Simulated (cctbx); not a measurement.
# Absolute structure of Be3Cu2W3Au

Space group P-62m (no. 189), a = 6.5960 Å, b = 6.5960 Å, c = 3.3880 Å, α = 90.00°, β = 90.00°, γ = 120.00°.

```csv
atom,mult.,x,y,z,Ueq (Å²)
Au1,1,0,0,0,0.0097
W1,3,0.5873,0,0,0.0076
Cu1,2,2/3,1/3,1/2,0.0104
Be1,3,0.7644,0.7644,1/2,0.0189
```

This is a model crystal, built by substitution and not relaxed, with assumed displacement parameters.

Data sets are simulated with cctbx and refined with Bijvoet mates kept apart; Flack x is then fitted as the share of an inverted twin with the atoms fixed, Hooft y from the Bijvoet differences. The group is acentric but holds improper operations, so there is an absolute structure (orientation) and no hand.

Untwinned crystal. What Flack and Hooft values should come out?

```
  λ (Å)  extinction (unmodelled)  d min (Å)  top counts  error (%)     model      R1  Flack x   s.u.  Hooft y   s.u.  pairs
0.71073                        0       0.77        5000        1.5  as given  0.0107     0.09   0.03    0.036  0.032     52
0.71073                        0       0.77        5000        1.5  inverted  0.0279     0.91   0.03    0.969  0.032     52
1.54184                      0.1       0.83       20000          4  as given  0.0069   -0.001  0.015    0.012  0.022     39
```

With Mo Kα, x is close to 0 but 3 s.u. off; with the atoms held fixed the s.u. tends to be too small. With Cu Kα, x is within 3 s.u. of 0, so the absolute structure is right. Inverting the model turns x into about 1 − x.

A further crystal gives:

| λ (Å) | extinction (unmodelled) | d min (Å) | top counts | error (%) | model | R1 | Flack x | s.u. | Hooft y | s.u. | pairs |
| --- | --- | --- | --- | --- | --- | --- | --- | --- | --- | --- | --- |
| 0.71073 | 0.3 | 0.7 | 20000 | 1.5 | as given | 0.0127 | 0.306 | 0.018 | 0.297 | 0.012 | 68 |

**Question.** What is it?

It was simulated as an inversion twin with a fraction 0.3 of the inverted domain. Flack x is over 3 s.u. from both 0 and 1 and reads that fraction.

[Logs are printed without paths, hosts, clocks, repeated set-up lines and the standing remarks that a program may print on its own settings, such as how far it seeks lower states.]
